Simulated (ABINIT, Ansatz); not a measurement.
# Lattice dynamics of Zr (Zirconium) in two programs, part 3 of 4

Aim: the phonon dispersion of Zr (Zirconium), checked by a second program.

ABINIT 10.8.3; DFT PBEsol, scalar-relativistic, plane waves, PseudoDojo norm-conserving pseudopotentials.

So far. Step 4 (Self-consistent run for the response): The cell stands at -0.47 GPa: the relaxation ran with a smoothed and higher cutoff, and the difference is a stress of the finite basis. Step 5 (Linear response at Γ): The acoustic modes at Γ come out as far as 7.8 cm⁻¹ from zero, where they should vanish, a small numerical error. The relaxed cell has a = 3.185, c = 5.122 Å (conventional setting).

## (7) Dispersion

anaddb transforms the dynamical matrices to force constants and back along the path; points of the mesh come back as solved, but for the sum rule and, in polar crystals, the LO-TO term at Γ; the rest is interpolation.

File anaddb.abi:

```
ddb_filepath "all_DDB"
output_file "anaddb.abo"
outdata_prefix "anaddb"
ifcflag 1
ngqpt 3 3 2
nqshft 1
q1shft 0.0 0.0 0.0
asr 1
chneut 0
dipdip 0
dipquad 0
quadquad 0
enunit 0
eivec 0
nph1l 93
qph1l 
    0.0 0.0 0.0 1.0
    0.05 0.0 0.0 1.0
    0.1 0.0 0.0 1.0
    0.15 0.0 0.0 1.0
    0.2 0.0 0.0 1.0
    0.25 0.0 0.0 1.0
    0.3 0.0 0.0 1.0
    0.35 0.0 0.0 1.0
    0.4 0.0 0.0 1.0
    0.45 0.0 0.0 1.0
    0.5 0.0 0.0 1.0
    0.48333333 0.03333333 0.0 1.0
    0.46666667 0.06666667 0.0 1.0
    0.45 0.1 0.0 1.0
    0.43333333 0.13333333 0.0 1.0
    0.41666667 0.16666667 0.0 1.0
    0.4 0.2 0.0 1.0
    0.38333333 0.23333333 0.0 1.0
    0.36666667 0.26666667 0.0 1.0
    0.35 0.3 0.0 1.0
    0.33333333 0.33333333 0.0 1.0
    0.3 0.3 0.0 1.0
    0.26666667 0.26666667 0.0 1.0
    0.23333333 0.23333333 0.0 1.0
    0.2 0.2 0.0 1.0
    0.16666667 0.16666667 0.0 1.0
    0.13333333 0.13333333 0.0 1.0
    0.1 0.1 0.0 1.0
    0.06666667 0.06666667 0.0 1.0
    0.03333333 0.03333333 0.0 1.0
    0.0 0.0 0.0 1.0
    0.0 0.0 0.05 1.0
    0.0 0.0 0.1 1.0
    0.0 0.0 0.15 1.0
    0.0 0.0 0.2 1.0
    0.0 0.0 0.25 1.0
    0.0 0.0 0.3 1.0
    0.0 0.0 0.35 1.0
    0.0 0.0 0.4 1.0
    0.0 0.0 0.45 1.0
    0.0 0.0 0.5 1.0
    0.05 0.0 0.5 1.0
    0.1 0.0 0.5 1.0
    0.15 0.0 0.5 1.0
    0.2 0.0 0.5 1.0
    0.25 0.0 0.5 1.0
    0.3 0.0 0.5 1.0
    0.35 0.0 0.5 1.0
    0.4 0.0 0.5 1.0
    0.45 0.0 0.5 1.0
    0.5 0.0 0.5 1.0
    0.48333333 0.03333333 0.5 1.0
    0.46666667 0.06666667 0.5 1.0
    0.45 0.1 0.5 1.0
    0.43333333 0.13333333 0.5 1.0
    0.41666667 0.16666667 0.5 1.0
    0.4 0.2 0.5 1.0
    0.38333333 0.23333333 0.5 1.0
    0.36666667 0.26666667 0.5 1.0
    0.35 0.3 0.5 1.0
    0.33333333 0.33333333 0.5 1.0
    0.3 0.3 0.5 1.0
    0.26666667 0.26666667 0.5 1.0
    0.23333333 0.23333333 0.5 1.0
    0.2 0.2 0.5 1.0
    0.16666667 0.16666667 0.5 1.0
    0.13333333 0.13333333 0.5 1.0
    0.1 0.1 0.5 1.0
    0.06666667 0.06666667 0.5 1.0
    0.03333333 0.03333333 0.5 1.0
    0.0 0.0 0.5 1.0
    0.5 0.0 0.5 1.0
    0.5 0.0 0.45 1.0
    0.5 0.0 0.4 1.0
    0.5 0.0 0.35 1.0
    0.5 0.0 0.3 1.0
    0.5 0.0 0.25 1.0
    0.5 0.0 0.2 1.0
    0.5 0.0 0.15 1.0
    0.5 0.0 0.1 1.0
    0.5 0.0 0.05 1.0
    0.5 0.0 0.0 1.0
    0.33333333 0.33333333 0.5 1.0
    0.33333333 0.33333333 0.45 1.0
    0.33333333 0.33333333 0.4 1.0
    0.33333333 0.33333333 0.35 1.0
    0.33333333 0.33333333 0.3 1.0
    0.33333333 0.33333333 0.25 1.0
    0.33333333 0.33333333 0.2 1.0
    0.33333333 0.33333333 0.15 1.0
    0.33333333 0.33333333 0.1 1.0
    0.33333333 0.33333333 0.05 1.0
    0.33333333 0.33333333 0.0 1.0
```

File mrgddb.in:

```
all_DDB
merged
6
dfpt_gammao_DDB
dfpt_qo_DS1_DDB
dfpt_qo_DS2_DDB
dfpt_qo_DS3_DDB
dfpt_qo_DS4_DDB
dfpt_qo_DS5_DDB
```

Launch:

```
mrgddb < mrgddb.in > mrgddb.log
OMP_NUM_THREADS=1 anaddb anaddb.abi > anaddb.log
```

anaddb.abo, the main output file:

```text
[banners, grids, parts of the stress and lines that vanish by symmetry left out]
-outvars_anaddb: echo values of input variables ----------------------

 Flags :
[...]
Phonon wavevector (reduced coordinates) :  0.00000  0.00000  0.00000
 Phonon energies in Hartree :
[...]
Phonon frequencies in cm-1    :
-  0.000000E+00  0.000000E+00  0.000000E+00  6.026312E+01  6.026312E+01
-  1.623492E+02
[...]
Phonon wavevector (reduced coordinates) :  0.05000  0.00000  0.00000
 Phonon energies in Hartree :
[...]
Phonon frequencies in cm-1    :
-  9.685805E+00  1.070021E+01  2.369239E+01  6.433519E+01  6.712285E+01
-  1.628077E+02
[...]
Phonon wavevector (reduced coordinates) :  0.10000  0.00000  0.00000
 Phonon energies in Hartree :
[...]
Phonon frequencies in cm-1    :
-  1.943716E+01  2.137222E+01  4.768105E+01  7.482352E+01  8.339914E+01
-  1.639989E+02
[...]
Phonon wavevector (reduced coordinates) :  0.15000  0.00000  0.00000
 Phonon energies in Hartree :
[...]
Phonon frequencies in cm-1    :
-  2.931941E+01  3.146995E+01  7.145019E+01  8.867210E+01  1.029454E+02
-  1.654347E+02
[...]
Phonon wavevector (reduced coordinates) :  0.20000  0.00000  0.00000
 Phonon energies in Hartree :
[...]
Phonon frequencies in cm-1    :
-  3.938201E+01  4.039798E+01  9.419033E+01  1.035931E+02  1.223674E+02
-  1.664867E+02
[...]
Phonon wavevector (reduced coordinates) :  0.25000  0.00000  0.00000
 Phonon energies in Hartree :
[...]
Phonon frequencies in cm-1    :
-  4.780809E+01  4.961440E+01  1.151687E+02  1.181090E+02  1.399591E+02
-  1.665790E+02
  Phonon wavevector (reduced coordinates) :  0.30000  0.00000  0.00000
 Phonon energies in Hartree :
[...]
Phonon frequencies in cm-1    :
-  5.359258E+01  5.986758E+01  1.312041E+02  1.337701E+02  1.547391E+02
-  1.653619E+02
  Phonon wavevector (reduced coordinates) :  0.35000  0.00000  0.00000
 Phonon energies in Hartree :
[...]
Phonon frequencies in cm-1    :
-  5.781359E+01  6.974344E+01  1.421302E+02  1.494702E+02  1.628542E+02
-  1.660913E+02
  Phonon wavevector (reduced coordinates) :  0.40000  0.00000  0.00000
 Phonon energies in Hartree :
[...]
Phonon frequencies in cm-1    :
-  6.062955E+01  7.845879E+01  1.503291E+02  1.595725E+02  1.618048E+02
-  1.736504E+02
  Phonon wavevector (reduced coordinates) :  0.45000  0.00000  0.00000
 Phonon energies in Hartree :
[...]
Phonon frequencies in cm-1    :
-  6.222338E+01  8.474531E+01  1.554065E+02  1.566113E+02  1.702855E+02
-  1.773316E+02
  Phonon wavevector (reduced coordinates) :  0.50000  0.00000  0.00000
 Phonon energies in Hartree :
[...]
Phonon frequencies in cm-1    :
-  6.273693E+01  8.709360E+01  1.553821E+02  1.571253E+02  1.737474E+02
-  1.779611E+02
  Phonon wavevector (reduced coordinates) :  0.48333  0.03333  0.00000
 Phonon energies in Hartree :
[...]
Phonon frequencies in cm-1    :
-  6.450837E+01  8.748412E+01  1.550050E+02  1.560396E+02  1.751183E+02
-  1.775430E+02
  Phonon wavevector (reduced coordinates) :  0.46667  0.06667  0.00000
 Phonon energies in Hartree :
[...]
Phonon frequencies in cm-1    :
-  6.948946E+01  8.865373E+01  1.535722E+02  1.538797E+02  1.762974E+02
-  1.784163E+02
  Phonon wavevector (reduced coordinates) :  0.45000  0.10000  0.00000
 Phonon energies in Hartree :
[...]
Phonon frequencies in cm-1    :
-  7.689111E+01  9.059502E+01  1.507702E+02  1.520231E+02  1.742506E+02
-  1.825204E+02
[...]
Phonon wavevector (reduced coordinates) :  0.10000  0.00000  0.50000
 Phonon energies in Hartree :
[...]
Phonon frequencies in cm-1    :
-  5.528089E+01  5.528089E+01  6.151099E+01  6.151099E+01  1.390678E+02
-  1.390678E+02
  Phonon wavevector (reduced coordinates) :  0.15000  0.00000  0.50000
 Phonon energies in Hartree :
[...]
Phonon frequencies in cm-1    :
-  6.567130E+01  6.567130E+01  7.575393E+01  7.575393E+01  1.432504E+02
-  1.432504E+02
  Phonon wavevector (reduced coordinates) :  0.20000  0.00000  0.50000
 Phonon energies in Hartree :
[...]
Phonon frequencies in cm-1    :
-  7.681062E+01  7.681062E+01  8.908872E+01  8.908872E+01  1.490604E+02
-  1.490604E+02
  Phonon wavevector (reduced coordinates) :  0.25000  0.00000  0.50000
 Phonon energies in Hartree :
[...]
Phonon frequencies in cm-1    :
-  8.754360E+01  8.754360E+01  9.986567E+01  9.986567E+01  1.563019E+02
-  1.563019E+02
  Phonon wavevector (reduced coordinates) :  0.30000  0.00000  0.50000
 Phonon energies in Hartree :
[...]
Phonon frequencies in cm-1    :
-  9.712248E+01  9.712248E+01  1.075814E+02  1.075814E+02  1.643228E+02
-  1.643228E+02
  Phonon wavevector (reduced coordinates) :  0.35000  0.00000  0.50000
 Phonon energies in Hartree :
[...]
Phonon frequencies in cm-1    :
-  1.050367E+02  1.050367E+02  1.125900E+02  1.125900E+02  1.720421E+02
-  1.720421E+02
[...]
Phonon wavevector (reduced coordinates) :  0.33333  0.33333  0.05000
 Phonon energies in Hartree :
[...]
Phonon frequencies in cm-1    :
-  1.194084E+02  1.194084E+02  1.412115E+02  1.412115E+02  1.452512E+02
-  2.016876E+02
  Phonon wavevector (reduced coordinates) :  0.33333  0.33333  0.00000
 Phonon energies in Hartree :
[...]
Phonon frequencies in cm-1    :
-  1.220131E+02  1.220131E+02  1.388134E+02  1.388134E+02  1.449816E+02
-  2.020983E+02
-
```

Wall time 0.57 s (1 thread of Arm Neoverse V2, shared host).

Numbers from this step:

- lowest frequency on the path: 0 cm⁻¹

Anaddb. Phonon branches along the path, in cm⁻¹:

```csv
point,branch 1,branch 2,branch 3,branch 4,branch 5,branch 6
Γ,0,0,0,60,60,162
halfway,48,50,115,118,140,167
M,63,87,155,157,174,178
halfway,96,97,146,146,168,191
K,122,122,139,139,145,202
halfway,58,76,103,146,147,165
Γ,0,0,0,60,60,162
halfway,25,25,56,56,80,158
A,44,44,44,44,136,136
halfway,88,88,100,100,156,156
L,116,116,118,118,184,184
halfway,83,83,151,151,182,182
H,68,68,171,171,177,177
halfway,81,81,120,120,161,161
A,44,44,44,44,136,136
jump to L,116,116,118,118,184,184
halfway,81,103,138,146,177,183
M,63,87,155,157,174,178
jump to H,68,68,171,171,177,177
halfway,92,92,152,163,163,192
K,122,122,139,139,145,202
```

The phonon branches as a text plot (rows in cm⁻¹):

```
    198 |          ****                                        **
    189 |              *                                 *    *
    181 |       ***     *                ****** **       *****
    173 |      ****                     *      *  *         **
    164 |*******   *   **********      *      * *  *         **
    156 |    * **** * * **       *    *      *   *  *      ** **
    147 |     **  ** * *             *      *     *  *    **   **
    139 |     *    ****           ***                 *** *     *
    131 |    *      * **  *       *        *             *
    122 |   *       **  * *                        *     *      *
    114 |           * ** * *            ***              *
    105 |  **      *    *  *     *     **  *        *    **
     97 |   *      *   *              **                   *   *
     88 |  *    ***      ** *         *     *        *      * *
     80 | *    *  *     *   *        *       *    ***     *
     72 | **  *          * * *                ****   *     * *
     63 |*   * ***        *  ****   **                *     *
     55 |    **             *   **  *                 **
     46 | *               **      **                   **
     38 |   *              *   *  *
     29 |  *                **   *
     21 |**                 *   *
     13 |*                   * *
      4 |                     *
         Γ      M    K        Γ   A       L    H       A|L M|H  K
```

All branches are real along the path.

## (8) Density of states

Sums over the zone need many more wavevectors than were solved, so the interpolation is sampled on a dense mesh.

File anaddb.abi:

```
ddb_filepath "all_DDB"
output_file "anaddb.abo"
outdata_prefix "anaddb"
ifcflag 1
ngqpt 3 3 2
nqshft 1
q1shft 0.0 0.0 0.0
asr 1
chneut 0
dipdip 0
dipquad 0
quadquad 0
prtdos 2
ng2qpt 16 16 9
dosdeltae 4.5563e-06
ntemper 11
temperinc 100.0
tempermin 0.0
```

Launch:

```
OMP_NUM_THREADS=1 anaddb anaddb.abi > anaddb.log
```

anaddb.abo, the main output file:

```text
-outvars_anaddb: echo values of input variables ----------------------

 Flags :
     ifcflag         1
 Miscellaneous information :
         asr         1
      chneut         0
 Interatomic Force Constants Inputs :
      dipdip         0
     dipquad         0
    quadquad         0
      ifcana         0
      ifcout         0
 Description of grid 1 :
        brav         1
       ngqpt         3         3         2
      nqshft         1
      q1shft
                     0.00000000E+00  0.00000000E+00  0.00000000E+00
 Phonon DOS information :
   dosdeltae  4.55630000E-06
    dossmear  4.55633525E-06
 Description of grid 2 (Fourier interp. or BZ sampling):
      ng2qpt        16        16         9
      ngrids         4
      q2shft         0.00000000E+00  0.00000000E+00  0.00000000E+00

================================================================================

 read the DDB information and perform some checks

  ==== Info on the Cryst% object ====
 Real(R)+Recip(G) space primitive vectors, cartesian coordinates (Bohr,Bohr^-1):
 R(1)=  6.0192523  0.0000000  0.0000000  G(1)=  0.1661336  0.0959173  0.0000000
 R(2)= -3.0096261  5.2128254  0.0000000  G(2)=  0.0000000  0.1918345  0.0000000
 R(3)=  0.0000000  0.0000000  9.6798314  G(3)=  0.0000000  0.0000000  0.1033076
 Unit cell volume ucvol=  3.0372708E+02 bohr^3
 Angles (23,13,12)=  9.00000000E+01  9.00000000E+01  1.20000000E+02 degrees
 Time-reversal symmetry is present
 Reduced atomic positions [iatom, xred, symbol]:
    1)    0.3333333  0.6666667  0.2500000  Zr
    2)    0.6666667  0.3333333  0.7500000  Zr

 DDB file with 6 blocks has been read.

================================================================================

 Calculation of the interatomic forces

       Homogeneous q point set in the B.Z.
 Grid q points  :       18
  1)   0.00000000E+00  0.00000000E+00  0.00000000E+00
  2)   3.33333333E-01  0.00000000E+00  0.00000000E+00
  3)  -3.33333333E-01  0.00000000E+00  0.00000000E+00
  4)   0.00000000E+00  3.33333333E-01  0.00000000E+00
  5)   3.33333333E-01  3.33333333E-01  0.00000000E+00
  6)  -3.33333333E-01  3.33333333E-01  0.00000000E+00
  7)   0.00000000E+00 -3.33333333E-01  0.00000000E+00
  8)   3.33333333E-01 -3.33333333E-01  0.00000000E+00
  9)  -3.33333333E-01 -3.33333333E-01  0.00000000E+00
 10)   0.00000000E+00  0.00000000E+00  5.00000000E-01
 11)   3.33333333E-01  0.00000000E+00  5.00000000E-01
 12)  -3.33333333E-01  0.00000000E+00  5.00000000E-01
 13)   0.00000000E+00  3.33333333E-01  5.00000000E-01
 14)   3.33333333E-01  3.33333333E-01  5.00000000E-01
 15)  -3.33333333E-01  3.33333333E-01  5.00000000E-01
 16)   0.00000000E+00 -3.33333333E-01  5.00000000E-01
 17)   3.33333333E-01 -3.33333333E-01  5.00000000E-01
 18)  -3.33333333E-01 -3.33333333E-01  5.00000000E-01

 The interatomic forces have been obtained

================================================================================

 Calculation of phonon density of states

 Average speed of sound partial sums:     0.1166270901E-02 (at units)
-                                   =           2.5514 [km/s]

 Debye frequency from partial sums:     0.6762728106E-03 (Ha)
-                                 =     0.4449661338E+01 (THz)
-Debye temperature from partial sums:     0.2135500636E+03 (K)

 Average speed of sound:     0.9545777303E-03 (at units)
-                      =           2.0883 [km/s]

 Debye frequency from DOS:     0.5535205964E-03 (Ha)
-                        =     0.3641990568E+01 (THz)
-Debye temperature from DOS:     0.1747879800E+03 (K)

-
```

Elapsed: 0.58 s, on 1 thread.

This step gave:

| Item | Value |
| --- | --- |
| share of modes beyond 3i cm⁻¹ on the dense interpolated mesh | 0 |
| zero-point energy per atom | 22.85 meV |
| heat capacity at 300 K | 24.16 J/(mol atoms K) |
| vibrational entropy at 300 K | 40.28 J/(mol atoms K) |

The phonon density of states has structure finer than the step of the table below, so its rows give means over 10 cm⁻¹, whole bins alone (the curve runs from -30 to 232 cm⁻¹). Peaks (cm⁻¹: height): 77.0: 0.0744, 156.0: 0.0563, 167.0: 0.0875.

Tetrahedra. Phonon density of states against wavenumber; means over each step:

```csv
wavenumber (cm⁻¹),phonon density of states (1/cm⁻¹/cell)
-10,0
0,1.3e-5
10,4.0e-4
20,0.00165
30,0.00397
40,0.00774
50,0.0128
60,0.0218
70,0.0377
80,0.0589
90,0.0449
100,0.0381
110,0.0313
120,0.0301
130,0.0440
140,0.0404
150,0.0470
160,0.0481
170,0.0669
180,0.0520
190,0.00830
200,0.00197
210,0
```

Harmonic thermodynamic functions per atom, summed over the density of states scaled to three modes an atom; melting is ignored. Thermodynamic functions:

```
T (K)  F_vib (meV/atom)  S (J/mol-atom/K)  C_V (J/mol-atom/K)
    0             22.85                 0                   0
   50             22.03             5.286               10.45
  100             16.54             15.72               19.11
  200             -8.14             30.65               23.23
  300             -45.2             40.28               24.16
  400            -90.74             47.28                24.5
  500            -142.7             52.77               24.66
  600            -199.8             57.27               24.74
  700            -261.2             61.09                24.8
  800            -326.2              64.4               24.83
  900            -394.5             67.33               24.85
 1000            -465.7             69.95               24.87
```

At 300 K the heat capacity has reached 97 % of the Dulong-Petit value.

[end of part 3 of 4]

[Host names and launcher messages were left out of these logs when they were recorded.]

[Logs are printed without paths, hosts, clocks, repeated set-up lines and the standing remarks that a program may print on its own settings, such as how far it seeks lower states.]

[Hosts, paths, dates, database ids (printed as entryN), source tags and the programs' standing remarks are cut or masked in the printed files.]
